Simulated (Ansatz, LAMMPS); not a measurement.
# Glassy 65SiO2-8Al2O3-28SrO (mol %) (115 atoms), the frame at 32 fs of a trajectory (instantaneous temperature 383 K)

The starting structure: 115 atoms (26 Si, 6 Al, 11 Sr, 72 O) placed at random at 2.97 g/cm³, melted at 4000 K for 10 ps at fixed volume with the Morse and Coulomb pair potential with partial charges (Pedone, Malavasi, Menziani, Cormack and Segre, J. Phys. Chem. B 110, 11780 (2006)). Quenched from 4000 K to 300 K at 20 K/ps and fixed volume, held 10 ps at zero pressure.

Geometry: the frame at 32 fs of a trajectory (instantaneous temperature 383 K). Computed with Ansatz 0.2.0: Kohn-Sham DFT, PBE, PAW (set soft_2), plane waves; cutoff 420 eV, Γ point, gaussian smearing of 0.025 eV; density 3.07 g/cm³.

Extended XYZ; positions in Å, forces in eV/Å:

```xyz
115
Lattice="11.766 0.000 0.000 0.000 11.766 0.000 0.000 0.000 11.766" Properties=species:S:1:pos:R:3:forces:R:3 pbc="T T T"
Si 4.379 10.060 3.801 0.419 -2.078 -0.415
Si 0.150 8.476 10.774 -0.088 -0.916 0.528
Si 4.372 3.158 3.004 -0.313 -1.095 0.479
Si 6.277 4.995 6.319 -0.560 0.975 -0.082
Si 1.873 6.132 0.373 -1.126 -0.604 1.339
Si 9.073 4.746 5.160 -1.485 2.671 1.203
Si 1.248 9.734 3.389 0.830 -0.892 0.102
Si 10.669 7.157 6.235 0.317 -1.850 -0.413
Si 8.360 7.043 3.091 -0.890 -0.180 -0.780
Si 3.323 1.591 5.622 -0.423 -1.693 -1.420
Si 8.966 7.288 10.327 -0.026 2.223 1.318
Si 0.078 0.802 10.278 1.048 0.063 0.543
Si 6.481 8.055 5.366 0.736 -0.965 -0.193
Si 3.190 11.343 10.171 -0.359 -0.846 -0.608
Si 3.315 6.184 3.251 0.188 -0.466 0.284
Si 8.458 11.336 2.783 1.301 -2.022 -3.367
Si 5.566 6.686 1.636 0.554 -0.433 -2.279
Si 0.803 11.332 5.976 3.059 -0.378 -0.758
Si 7.245 8.877 8.398 0.286 0.001 -1.045
Si 3.272 4.008 6.958 2.013 1.529 1.335
Si 1.827 9.395 8.140 -0.647 1.220 0.518
Si 11.171 7.165 3.058 0.562 -0.476 0.189
Si 0.061 4.095 2.044 0.591 3.807 -1.145
Si 6.056 4.225 11.396 -1.067 -1.005 3.517
Si 7.841 9.691 0.304 1.247 -1.547 0.479
Si 7.980 1.932 8.440 -0.094 0.479 0.669
Al 9.048 11.273 9.768 0.874 -0.082 0.484
Al 4.743 2.350 8.940 0.783 -1.425 1.625
Al 2.134 6.935 6.284 -0.326 -1.231 0.070
Al 4.910 9.481 0.598 0.072 2.471 -0.259
Al 7.846 5.152 9.150 -1.215 -1.027 -1.190
Al 11.326 10.939 1.099 -0.018 1.220 0.512
Sr 6.629 1.399 5.137 -0.322 -0.316 0.006
Sr 9.486 10.661 6.416 -0.204 -0.372 -0.261
Sr 6.168 1.112 0.293 -0.289 -0.341 -0.183
Sr 2.149 1.196 1.681 0.610 -0.512 0.165
Sr 11.243 2.975 7.196 -0.636 -0.434 0.317
Sr 10.918 1.643 3.833 -0.182 -0.874 -0.582
Sr 4.795 10.417 6.928 -0.358 0.003 0.431
Sr 9.834 3.469 11.059 0.028 -0.493 0.242
Sr 8.038 3.326 2.494 -0.001 0.475 -0.284
Sr 2.243 3.390 10.701 0.931 0.329 0.024
Sr 4.634 6.720 9.548 -0.203 0.388 0.051
O 9.862 3.407 4.988 1.507 -1.266 -0.095
O 5.960 3.084 3.387 -1.633 -0.066 0.083
O 9.723 7.499 2.259 0.547 -0.476 0.554
O 1.654 0.265 10.234 1.837 -0.320 -0.132
O 4.261 0.760 9.865 0.075 1.007 -0.891
O 6.680 5.383 7.858 -0.382 -0.600 -1.337
O 11.652 0.721 0.169 -0.472 0.360 -0.020
O 7.841 8.008 4.363 -0.878 -0.935 -0.859
O 0.815 7.249 11.686 -0.584 1.285 -0.533
O 4.928 3.185 10.789 0.496 -0.385 -1.262
O 9.067 5.672 10.313 0.262 -0.544 0.103
O 4.804 11.283 4.669 0.514 1.160 0.022
O 8.712 3.470 8.643 -0.280 0.396 0.779
O 0.504 8.388 2.755 -0.513 0.005 0.597
O 10.865 11.680 9.371 -2.116 -0.372 0.220
O 7.731 0.896 2.246 -0.594 0.690 -0.585
O 10.097 11.454 2.275 -0.002 -0.007 0.713
O 8.251 10.200 8.500 0.079 0.275 1.677
O 2.828 9.463 3.804 -0.645 0.573 -0.189
O 8.490 1.210 7.088 0.339 -0.020 0.297
O 3.359 3.412 8.542 1.070 -0.836 -1.139
O 0.971 8.714 9.355 0.422 0.076 0.130
O 5.308 5.210 0.878 0.926 -0.505 0.049
O 8.756 5.457 3.634 -0.260 0.887 1.014
O 8.963 10.635 11.436 1.157 0.873 -1.697
O 3.566 4.540 3.478 0.173 0.609 -0.815
O 0.410 6.689 6.706 0.065 0.125 -0.497
O 11.458 0.675 6.074 -1.438 1.320 -0.500
O 0.507 10.167 4.793 -0.378 0.999 0.968
O 6.416 10.257 11.594 -1.536 -0.313 0.665
O 0.865 4.627 0.541 0.332 0.447 1.090
O 6.416 5.300 10.327 1.623 1.139 -1.929
O 0.857 2.879 2.673 0.104 -0.316 0.681
O 6.377 2.139 8.328 -0.990 0.567 0.375
O 0.841 10.565 7.404 0.973 -1.549 0.476
O 7.374 3.353 0.236 -1.193 0.790 -0.988
O 5.072 7.777 0.467 -0.099 -0.589 0.331
O 5.710 9.006 8.874 0.795 -0.671 -0.265
O 4.005 2.561 1.517 0.328 0.193 0.387
O 8.280 1.109 9.919 0.028 0.461 -1.300
O 10.634 7.218 4.584 0.541 0.160 -0.002
O 10.322 3.683 1.724 -0.513 -0.666 -0.540
O 10.010 8.400 6.848 -0.076 1.292 0.759
O 2.665 8.453 7.109 -0.529 -0.497 -0.100
O 4.837 4.094 6.224 0.014 0.072 0.748
O 2.830 5.518 7.360 -0.524 0.873 -1.683
O 2.507 6.584 1.837 0.442 -0.948 -0.051
O 3.567 1.903 3.997 0.641 1.059 0.427
O 0.160 2.402 9.785 -0.742 -0.322 -0.030
O 8.120 8.088 11.522 0.390 0.586 -0.634
O 5.927 6.494 5.634 0.860 -0.105 0.398
O 0.066 5.631 2.852 -0.566 -0.147 -0.517
O 7.502 4.177 5.477 -0.893 0.800 1.263
O 7.223 8.833 6.681 -1.506 -0.421 -0.297
O 7.180 6.862 1.865 1.234 -0.221 2.096
O 2.364 2.909 6.134 0.253 0.563 0.414
O 4.802 10.119 2.240 0.264 -0.321 0.113
O 2.556 6.735 4.556 -0.139 -0.028 0.992
O 2.276 0.324 5.637 -1.966 -1.121 0.143
O 9.603 5.734 6.476 0.264 -0.861 -1.930
O 1.126 10.956 2.323 -1.428 -0.185 -0.634
O 8.054 9.829 1.931 -0.345 1.264 0.936
O 3.123 10.237 8.791 -0.469 1.229 1.730
O 0.028 9.769 11.726 -0.003 -1.139 -0.874
O 10.500 7.798 10.295 -0.187 0.587 -0.235
O 5.106 8.840 4.921 0.864 0.245 -0.471
O 3.696 10.627 11.575 -0.646 -0.188 -0.997
O 2.840 5.797 10.947 0.752 -0.691 -0.847
O 4.495 1.084 6.623 -0.152 1.960 0.515
O 8.017 7.473 8.957 0.144 0.443 0.203
O 8.320 11.318 4.335 0.167 -0.009 2.327
O 4.848 6.914 3.075 -1.422 -1.032 -0.566
```

The quench rate of 20 K/ps is many orders above laboratory rates, so the cell is likely richer in defects and strain than a real sample. The network of bonds at the start is that of the classical potential that made the cell. Only the Γ point is sampled, in a cell whose shortest periodic width is 12 Å.

The r.m.s. force component is 0.928 eV/Å; the longest force, 4.14 eV/Å, acts on Si16. The energy lies 22.4 meV/atom below that of the first step of this run.

[Logs are printed without paths, hosts, clocks, repeated set-up lines and the standing remarks that a program may print on its own settings, such as how far it seeks lower states.]

[Hosts, paths, dates, database ids (printed as entryN), source tags and the programs' standing remarks are cut or masked in the printed files.]
